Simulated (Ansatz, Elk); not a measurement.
**How far do independent atoms describe SrTi?**

The structure of SrTi used here is made up (a known structure type with other elements) and was relaxed beforehand with PBE. The aim is the Fourier transform of its all-electron density, F(hkl), set beside the sum over free spherical atoms that refinements use.

Program: Elk 11.2.3 (patched build). Level of theory: DFT, PBE, all-electron APW+lo, Dirac cores, scalar-relativistic bands, static density, no spin. Results are calculated unless marked as measured.

The structure was built from a prototype and need not be the compound's stable phase.

## Step 1: The starting structure

The structure is orthorhombic, space group Cmcm (No. 63). The conventional cell has a = 3.512 Å, b = 16.380 Å, c = 4.521 Å, α = 90.00°, β = 90.00°, γ = 90.00°. Nearest to Sr lie 6 Ti at 3.45 to 3.50 Å and 2 Sr at 3.51 Å. Nearest to Ti lie 4 Ti at 2.46 to 3.51 Å and 6 Sr at 3.45 to 3.50 Å. Farther neighbours are not listed.

## Step 2: Ground state and structure factors

An all-electron density is needed, since X-rays see the cores too. Task 0 finds the density and task 195 Fourier-transforms it; tshift is off so that phases refer to the origin typed.

elk.in

```
tasks
  0
  195

xctype
  20

spinpol
  .false.

rgkmax
  7.0

gmaxvr
  14.0

lmaxo
  7

lmaxapw
  8

swidth
  0.002

tshift
  .false.

ramdisk
  .false.

hmaxvr
  5.5

maxscl
  120

epspot
  1e-06

sppath
  './'

avec
  3.31794844105 -15.47719604484 0.00000000000
  3.31794844105 15.47719604484 0.00000000000
  0.00000000000 0.00000000000 8.54414293510

atoms
  2
  'Sr.in'
  2
  0.8480149187 0.1519850813 0.2500000000   0.000000 0.000000 0.000000
  0.1519850813 0.8480149187 0.7500000000   0.000000 0.000000 0.000000
  'Ti.in'
  2
  0.5295099235 0.4704900765 0.2500000000   0.000000 0.000000 0.000000
  0.4704900765 0.5295099235 0.7500000000   0.000000 0.000000 0.000000

ngridk
  7 7 5
```

Command:

```
OMP_NUM_THREADS=4 elk
```

Numbers of over 12 decimals in the logs are rounded to 6 here.

Log:

```text
┌─────────────────────────┐
│ Elk code version 11.2.3 │
└─────────────────────────┘

All units are atomic (Hartree, Bohr, etc.)

┌─────────────────────────────────────────────────┐
│ Ground-state run starting from atomic densities │
└─────────────────────────────────────────────────┘

Lattice vectors :
   3.317948441      -15.47719604       0.000000000
   3.317948441       15.47719604       0.000000000
   0.000000000       0.000000000       8.544142935

Reciprocal lattice vectors :
  0.9468479422     -0.2029820288       0.000000000
  0.9468479422      0.2029820288      -0.000000000
  -0.000000000       0.000000000      0.7353792364

Unit cell volume      :    877.5268579
Brillouin zone volume :   0.2826696542

Muffin-tin inner radius fraction :   0.1000000000E-01

Nuclei treated as point charges

Species : 1 (Sr)
 parameters loaded from : Sr.in
 name : strontium
 nuclear charge    :   -38.00000000
 electronic charge :    38.00000000
 atomic mass :    159721.4892
 muffin-tin radius :    2.600000000
 number of radial points in muffin-tin :   1193
 inner part over the whole radius :   0.9909106339E-02
 number on inner part of muffin-tin    :    847
 approximate nuclear radius :   0.8067967193E-04
 number of mesh points to nuclear radius :    415
 atomic positions (lattice), magnetic fields (Cartesian) :
  1 :  -0.15198508  0.15198508  0.25000000    0.00000000  0.00000000  0.00000000
  2 :   0.15198508 -0.15198508 -0.25000000    0.00000000  0.00000000  0.00000000

Species : 2 (Ti)
 parameters loaded from : Ti.in
 name : titanium
 nuclear charge    :   -22.00000000
 electronic charge :    22.00000000
 atomic mass :    87256.20317
 muffin-tin radius :    2.298157552
 number of radial points in muffin-tin :    993
 inner part over the whole radius :   0.9958059812E-02
 number on inner part of muffin-tin    :    698
 approximate nuclear radius :   0.6805665174E-04
 number of mesh points to nuclear radius :    326
 atomic positions (lattice), magnetic fields (Cartesian) :
  1 :  -0.47049008  0.47049008  0.25000000    0.00000000  0.00000000  0.00000000
  2 :   0.47049008 -0.47049008 -0.25000000    0.00000000  0.00000000  0.00000000

Total number of atoms per unit cell :    4
Total muffin-tin volume :    248.9296128
 ratio of muffin-tin to unit cell volume :   0.2836717880

Spin treatment :
 spin-unpolarised

Number of Bravais lattice symmetries :    8
Number of crystal symmetries         :    8
Crystal has inversion symmetry
Real symmetric eigensolver will be used

k-point grid :      7     7     5
k-point offset :    0.000000000       0.000000000       0.000000000
k-point set is reduced with full crystal symmetry group
Total number of k-points :       48

Muffin-tin radius times maximum |G+k| :    7.000000000
 using average radius
Maximum |G+k| for APW functions       :    2.858217575
Maximum (1/2)|G+k|²                   :    4.084703853
Maximum |G| for potential and density :    14.00000000
Constant for pseudocharge density :    9
 order of it for each species :   16  16
 order of it for pair densities of each species (exact exchange by exxq0 0: 17) :   11   8
Radial integration step length :    1

G-vector grid sizes :     72    72    40
Number of G-vectors :    40577

Maximum angular momentum used for
 APW functions            :    8
 outer part of muffin-tin :    7
 inner part of muffin-tin :    2

Total nuclear charge    :   -120.0000000
Total core charge       :    76.00000000
Total valence charge    :    44.00000000
Total excess charge     :    0.000000000
Total electronic charge :    120.0000000

Effective Wigner radius, rₛ :    1.204102674

Number of empty states         :     16
Total number of valence states :     39
Total number of core states    :     76

Third-order local-orbitals added for an l without core states : T
Total number of local-orbitals :     52

Exchange-correlation functional :     20     0     0
 Perdew-Burke-Ernzerhof, Phys. Rev. Lett. 77, 3865 (1996)
 gradient requirement :    1
[...]
Madelung                    :     -9733.1216051268
 xc potential                :     -402.13281128293
 exchange                    :     -289.66694517974
 correlation                 :     -5.691003
 electron entropic           :    -0.13353153264614E-02
 total energy                :     -8068.7359151748

Density of states at Fermi energy :    99.63922863
 (states/Hartree/unit cell)

Estimated indirect band gap :   0.1875065465E-03
 from k-point 12 to k-point 6
Estimated direct band gap   :   0.1456784366E-02
 at k-point 3

Charges :
 core                        :    76.00000000
 valence                     :    44.00000000
 interstitial                :    6.919325876
 muffin-tins (core leakage)
  species : 1 (Sr)
   atom 1                    :    35.85571642     (  0.2871410442E-04)
   atom 2                    :    35.85571642     (  0.2871410442E-04)
  species : 2 (Ti)
[...]
total in muffin-tins        :    113.0806741
 total calculated charge     :    119.9994232
 total charge                :    120.0000000
 error                       :   0.5768491492E-03

RMS change in Kohn-Sham potential (target) :   0.3694569514     (  0.1000000000E-05)
Absolute change in total energy (target)   :   0.4141529955E-01 (  0.1000000000E-03)

[... loops 3 to 16 left out ...]

┌──────────────────┐
│ Loop number : 17 │
└──────────────────┘

Energies :
 Fermi                       :     0.176930
 sum of occupied eigenvalues :     -4750.4485794723
 electron kinetic            :      8274.2336838242
 core electron kinetic       :      8043.3710310271
 Coulomb                     :     -16046.664444524
 Coulomb potential           :     -12641.288164401
 nuclear-nuclear             :     -864.93642689440
 electron-nuclear            :     -17738.702334523
 Hartree                     :      2556.9743168937
 Madelung                    :     -9726.0203623239
 xc potential                :     -383.39409889578
 exchange                    :     -289.11423850526
 correlation                 :     -5.682546
 electron entropic           :    -0.15487575367789E-02
 total energy                :     -8067.2290938662

Density of states at Fermi energy :    110.9991599
 (states/Hartree/unit cell)

Estimated indirect band gap :   0.1034710676E-02
 from k-point 19 to k-point 47
Estimated direct band gap   :   0.7734031811E-02
 at k-point 20

Charges :
 core                        :    76.00000000
 valence                     :    44.00000000
 interstitial                :    7.712885497
 muffin-tins (core leakage)
  species : 1 (Sr)
[...]
species : 2 (Ti)
[...]
total in muffin-tins        :    112.2871145
 total calculated charge     :    119.9997039
 total charge                :    120.0000000
 error                       :   0.2960803950E-03

RMS change in Kohn-Sham potential (target) :   0.2364751353E-06 (  0.1000000000E-05)
Absolute change in total energy (target)   :   0.3964888219E-04 (  0.1000000000E-03)

Convergence targets achieved

┌──────────────────┐
│ Loop number : 18 │
└──────────────────┘

Energies :
 Fermi                       :     0.176930
 sum of occupied eigenvalues :     -4750.4485748607
 electron kinetic            :      8274.2336900839
 core electron kinetic       :      8043.3710404040
 Coulomb                     :     -16046.664449697
 Coulomb potential           :     -12641.288170369
 nuclear-nuclear             :     -864.93642689440
 electron-nuclear            :     -17738.702339103
 Hartree                     :      2556.9743163003
 Madelung                    :     -9726.0203645124
 xc potential                :     -383.39409457548
 exchange                    :     -289.11423850339
 correlation                 :     -5.682546
 electron entropic           :    -0.15487592991434E-02
 total energy                :     -8067.2290927661

Density of states at Fermi energy :    110.9992958
 (states/Hartree/unit cell)

Estimated indirect band gap :   0.1034724142E-02
 from k-point 19 to k-point 47
Estimated direct band gap   :   0.7734045827E-02
 at k-point 20

Charges :
 core                        :    76.00000000
 valence                     :    44.00000000
 interstitial                :    7.712885422
 muffin-tins (core leakage)
  species : 1 (Sr)
[...]
atom 2                    :    36.00570860     (  0.2849030124E-04)
  species : 2 (Ti)
   atom 1                    :    20.13784869     ( -0.2166686404E-06)
   atom 2                    :    20.13784869     ( -0.2166686404E-06)
 total in muffin-tins        :    112.2871146
 total calculated charge     :    119.9997039
 total charge                :    120.0000000
 error                       :   0.2960803189E-03

┌──────────────────────────────┐
│ Self-consistent loop stopped │
└──────────────────────────────┘

Wrote STATE.OUT
```

Run time: 51 s. Hardware: 4 threads of Arm Neoverse V1, shared host; peak memory 0.22 GiB.

SFACRHO.OUT:

```text

h k l indices transformed by vhmat matrix:
   1.000000000       0.000000000       0.000000000    
   0.000000000       1.000000000       0.000000000    
   0.000000000       0.000000000       1.000000000    

      h      k      l  multipl.   |H|            Re(F)            Im(F)           |F|

      0      0      0      1   0.0000000       120.00000      0.23091166E-15   120.00000    
     -1      1      0      2  0.40596406       15.051308     -0.60890658E-14   15.051308    
      0      0     -1      2  0.73537924     -0.16154742E-13  -0.0000000      0.16154742E-13
      2     -2      0      2  0.81192812      -24.548966      0.39578927E-13   24.548966    
     -1      1      1      2  0.83999371      -49.531791     -0.12178132E-13   49.531791    
     -1      1     -1      2  0.83999371       49.531791      0.18267197E-13   49.531791    
      1      0      0      4  0.96836085       2.2517988     -0.18267197E-13   2.2517988    
      2     -2      1      2   1.0954496      -62.388513      0.24356263E-13   62.388513    
     -2      2      1      2   1.0954496       62.388513      0.21311730E-13   62.388513    
      1     -2      0      4   1.1257603      -89.194926      0.13700398E-13   89.194926    
      1      0     -1      4   1.2159381      -56.311840      0.91335986E-14   56.311840    
     -1      0     -1      4   1.2159381       56.311840      0.15222664E-13   56.311840    
     -3      3      0      2   1.2178922       67.052962      0.48712526E-13   67.052962    
     -1      2     -1      4   1.3446631       33.001060      0.15222664E-14   33.001060    
      1     -2     -1      4   1.3446631      -33.001060      0.76113322E-14   33.001060    
      3     -2      0      4   1.3880071      -15.013780     -0.60890658E-14   15.013780    
      3     -3     -1      2   1.4226890       58.633593     -0.24356263E-13   58.633593    
      3     -3      1      2   1.4226890      -58.633593      0.27400796E-13   58.633593
```

Elk indexes on the primitive cell of elk.in and gives |H| = 4π sin θ/λ in inverse bohr. Below, one row stands for each form hkl of the conventional cell (m members, Friedel mates merged), F is for one primitive cell and the density is static (no thermal factor). Free-atom factors are Waasmaier and Kirfel's, and R is Σm||F|−|F'||/Σm|F|.

```csv
hkl,m,sin θ/λ (Å⁻¹),"abs F, DFT",neutral atoms,diff.
020,2,0.061,15.051,14.642,+0.409
001,2,0.111,0.000,0.000,+0.000
040,2,0.122,24.549,24.603,-0.054
021,4,0.126,49.532,49.278,+0.253
110,4,0.146,2.252,2.423,-0.171
041,4,0.165,62.389,62.725,-0.337
130,4,0.169,89.195,89.147,+0.048
111,8,0.183,56.312,56.295,+0.016
060,2,0.183,67.053,66.937,+0.116
131,8,0.202,33.001,33.215,-0.214
150,4,0.209,15.014,15.250,-0.236
061,4,0.214,58.634,58.935,-0.301
002,2,0.221,88.437,89.004,-0.567
022,4,0.229,8.532,9.146,-0.615
151,8,0.236,32.991,32.855,+0.136
080,2,0.244,14.344,14.538,-0.194
042,4,0.253,22.183,21.868,+0.315
170,4,0.257,43.152,43.051,+0.101
112,8,0.265,3.941,3.681,+0.260
081,4,0.268,25.041,25.008,+0.033
132,8,0.279,74.592,74.782,-0.190
171,8,0.280,47.345,47.315,+0.031
```

## Step 3: The highest occupied states alone

An energy window below the Fermi level keeps the highest occupied states, to see at which angles they scatter; shallow core shells can lie inside it and anion s states outside. No new self-consistency is needed.

Changes to elk.in since step 2:

```diff
@@ -1,3 +1,2 @@
 tasks
-  0
   195
@@ -40,2 +39,5 @@
 
+wsfac
+  -0.264060 0.476930
+
 sppath
```

Command:

```
OMP_NUM_THREADS=4 elk
```

Log:

```text
┌─────────────────────────────────┐
│ Elk code version 11.2.3 started │
└─────────────────────────────────┘

Info(readinput): the functional depends on the density's gradient
 muffin-tin radial points multiplied by    2.00000
 (not where nrmtscf is given)

┌────────────────────┐
│ Current task : 195 │
└────────────────────┘
Info(checkmt): changed muffin-tin radius of species 2 (Ti) from   2.4000 to   2.2982

Info(sfacrho): density structure factors written to SFACRHO.OUT

 Energy window :  -0.2640600000      0.4769300000

┌──────────────────┐
│ Elk code stopped │
└──────────────────┘
```

Run time: 14 s. Hardware: 4 threads; peak memory 0.16 GiB; 16 s of CPU time.

States within 12 eV below the Fermi level hold 12.00 electrons; any levels below the window count with the cores. Their amplitudes can exceed the total, where window and core parts have opposite phase:

```csv
hkl,sin θ/λ (Å⁻¹),"abs F, window","abs F, all"
020,0.061,5.575,15.051
001,0.111,0.000,0.000
040,0.122,2.540,24.549
021,0.126,0.904,49.532
110,0.146,2.990,2.252
041,0.165,1.227,62.389
130,0.169,1.963,89.195
111,0.183,0.379,56.312
060,0.183,0.955,67.053
131,0.202,0.774,33.001
```

## Step 4: Another functional

The difference from free atoms is small, so it is set against the change that LDA (Perdew-Wang) makes.

Changes to elk.in since step 3:

```diff
@@ -1,2 +1,3 @@
 tasks
+  0
   195
@@ -4,3 +5,3 @@
 xctype
-  20
+  3
 
@@ -39,5 +40,2 @@
 
-wsfac
-  -0.264060 0.476930
-
 sppath
```

Command:

```
OMP_NUM_THREADS=4 elk
```

Log:

```text
┌─────────────────────────┐
│ Elk code version 11.2.3 │
└─────────────────────────┘

All units are atomic (Hartree, Bohr, etc.)

┌─────────────────────────────────────────────────┐
│ Ground-state run starting from atomic densities │
└─────────────────────────────────────────────────┘

Lattice vectors :
   3.317948441      -15.47719604       0.000000000
   3.317948441       15.47719604       0.000000000
   0.000000000       0.000000000       8.544142935

Reciprocal lattice vectors :
  0.9468479422     -0.2029820288       0.000000000
[...]
valence                     :    44.00000000
 interstitial                :    7.665416790
 muffin-tins (core leakage)
  species : 1 (Sr)
[...]
species : 2 (Ti)
   atom 1                    :    20.15776395     ( -0.3495932887E-05)
   atom 2                    :    20.15776395     ( -0.3495932887E-05)
 total in muffin-tins        :    112.3345832
 total calculated charge     :    119.9997366
 total charge                :    120.0000000
 error                       :   0.2633581330E-03

┌──────────────────────────────┐
│ Self-consistent loop stopped │
└──────────────────────────────┘

Wrote STATE.OUT
[key lines of the parts left out:]
total energy                :     -8056.2707852977
```

Elapsed: 32 s, on 4 threads; peak memory 0.16 GiB; 93 s of CPU time.

Against the first run R = 0.03 %; the largest change is -0.046 at 200.

## Step 5: Basis size

A smaller basis shows how fast F responds to it; the change is likely larger than the basis error of the first run, but doesn't show convergence.

Changes to elk.in since step 4:

```diff
@@ -5,3 +5,3 @@
 xctype
-  3
+  20
 
@@ -11,3 +11,3 @@
 rgkmax
-  7.0
+  5.5
```

Command:

```
OMP_NUM_THREADS=4 elk
```

Log:

```text
┌─────────────────────────┐
│ Elk code version 11.2.3 │
└─────────────────────────┘

All units are atomic (Hartree, Bohr, etc.)

┌─────────────────────────────────────────────────┐
│ Ground-state run starting from atomic densities │
└─────────────────────────────────────────────────┘

Lattice vectors :
   3.317948441      -15.47719604       0.000000000
   3.317948441       15.47719604       0.000000000
   0.000000000       0.000000000       8.544142935

Reciprocal lattice vectors :
  0.9468479422     -0.2029820288       0.000000000
[...]
valence                     :    44.00000000
 interstitial                :    7.900264481
 muffin-tins (core leakage)
  species : 1 (Sr)
[...]
species : 2 (Ti)
   atom 1                    :    20.06288167     ( -0.2166703048E-06)
   atom 2                    :    20.06288167     ( -0.2166703048E-06)
 total in muffin-tins        :    112.0997355
 total calculated charge     :    119.9994399
 total charge                :    120.0000000
 error                       :   0.5601220132E-03

┌──────────────────────────────┐
│ Self-consistent loop stopped │
└──────────────────────────────┘

Wrote STATE.OUT
[key lines of the parts left out:]
total energy                :     -8067.0957518963
```

It took 42 s on 4 threads; peak memory 0.21 GiB; 1.8 min of CPU time.

Against the first run R = 0.06 %; the largest change is -0.090 at 002.

## Step 6: Basis size

The basis and the expansions that go with it are enlarged, to see whether the differences are converged.

Changes to elk.in since step 5:

```diff
@@ -11,12 +11,12 @@
 rgkmax
-  5.5
+  8.5
 
 gmaxvr
-  14.0
+  18.0
 
 lmaxo
-  7
+  9
 
 lmaxapw
-  8
+  10
```

Command:

```
OMP_NUM_THREADS=4 elk
```

Log:

```text
┌─────────────────────────┐
│ Elk code version 11.2.3 │
└─────────────────────────┘

All units are atomic (Hartree, Bohr, etc.)

┌─────────────────────────────────────────────────┐
│ Ground-state run starting from atomic densities │
└─────────────────────────────────────────────────┘

Lattice vectors :
   3.317948441      -15.47719604       0.000000000
   3.317948441       15.47719604       0.000000000
   0.000000000       0.000000000       8.544142935

Reciprocal lattice vectors :
  0.9468479422     -0.2029820288       0.000000000
[...]
valence                     :    44.00000000
 interstitial                :    7.679594054
 muffin-tins (core leakage)
  species : 1 (Sr)
[...]
species : 2 (Ti)
   atom 1                    :    20.15520004     ( -0.2166673934E-06)
   atom 2                    :    20.15520004     ( -0.2166673934E-06)
 total in muffin-tins        :    112.3204059
 total calculated charge     :    119.9999808
 total charge                :    120.0000000
 error                       :   0.1921391041E-04

┌──────────────────────────────┐
│ Self-consistent loop stopped │
└──────────────────────────────┘

Wrote STATE.OUT
[key lines of the parts left out:]
total energy                :     -8067.2487938903
```

Wall time 2.2 min (4 threads); peak memory 0.46 GiB.

Against the first run R = 0.02 %; the largest change is -0.018 at 193.

## Step 7: Settings against the effect

```csv
run,R against the first run (%),"R against neutral atoms, low angle (%)",wall time
"PBE, rgkmax 7",0.00,0.49,51 s
LDA (Perdew-Wang),0.03,0.48,32 s
rgkmax 5.5,0.06,0.52,42 s
rgkmax 8.5 with larger expansions,0.02,0.49,2.2 min
```

## Step 8: Summary of results

```json
{
  "R against neutral atoms, sin θ/λ < 0.3 Å⁻¹": "0.49 %",
  "R against neutral atoms, 0.3 to 0.58 Å⁻¹": "0.21 %"
}
```

In words: Independent neutral atoms miss the calculated amplitudes by R = 0.49 % below 0.3 Å⁻¹ and 0.21 % from there to 0.58 Å⁻¹; by shells, 0.92 % below 0.15 Å⁻¹ (4 forms), 0.46 % 0.15 to 0.3 (20 forms), 0.19 % 0.3 to 0.45 (47 forms), 0.22 % above 0.45 (72 forms). Bonding, aspherical density and the tables' own atoms all enter these figures, and the runs don't part them. The largest change of an amplitude is -0.61 electrons, at 022. The window's part falls from 12.0 electrons at the origin to at most 0.36 between 0.45 and 0.58 Å⁻¹. Below 0.3 Å⁻¹ the changes that finished (LDA (Perdew-Wang), rgkmax 5.5 and rgkmax 8.5 with larger expansions) move F by R = 0.08 % at most, against the 0.49 % that separates it from free atoms. The k-mesh has no finished test. These runs have no spin, though d or f shells may be open. Part of the difference isn't bonding: the tables are fits to free atoms and ions calculated by other methods than this functional. Thermal motion, anomalous dispersion and extinction are left out.

[Logs are printed without paths, hosts, clocks, repeated set-up lines and the standing remarks that a program may print on its own settings, such as how far it seeks lower states.]

[Hosts, paths, dates, database ids (printed as entryN), source tags and the programs' standing remarks are cut or masked in the printed files.]
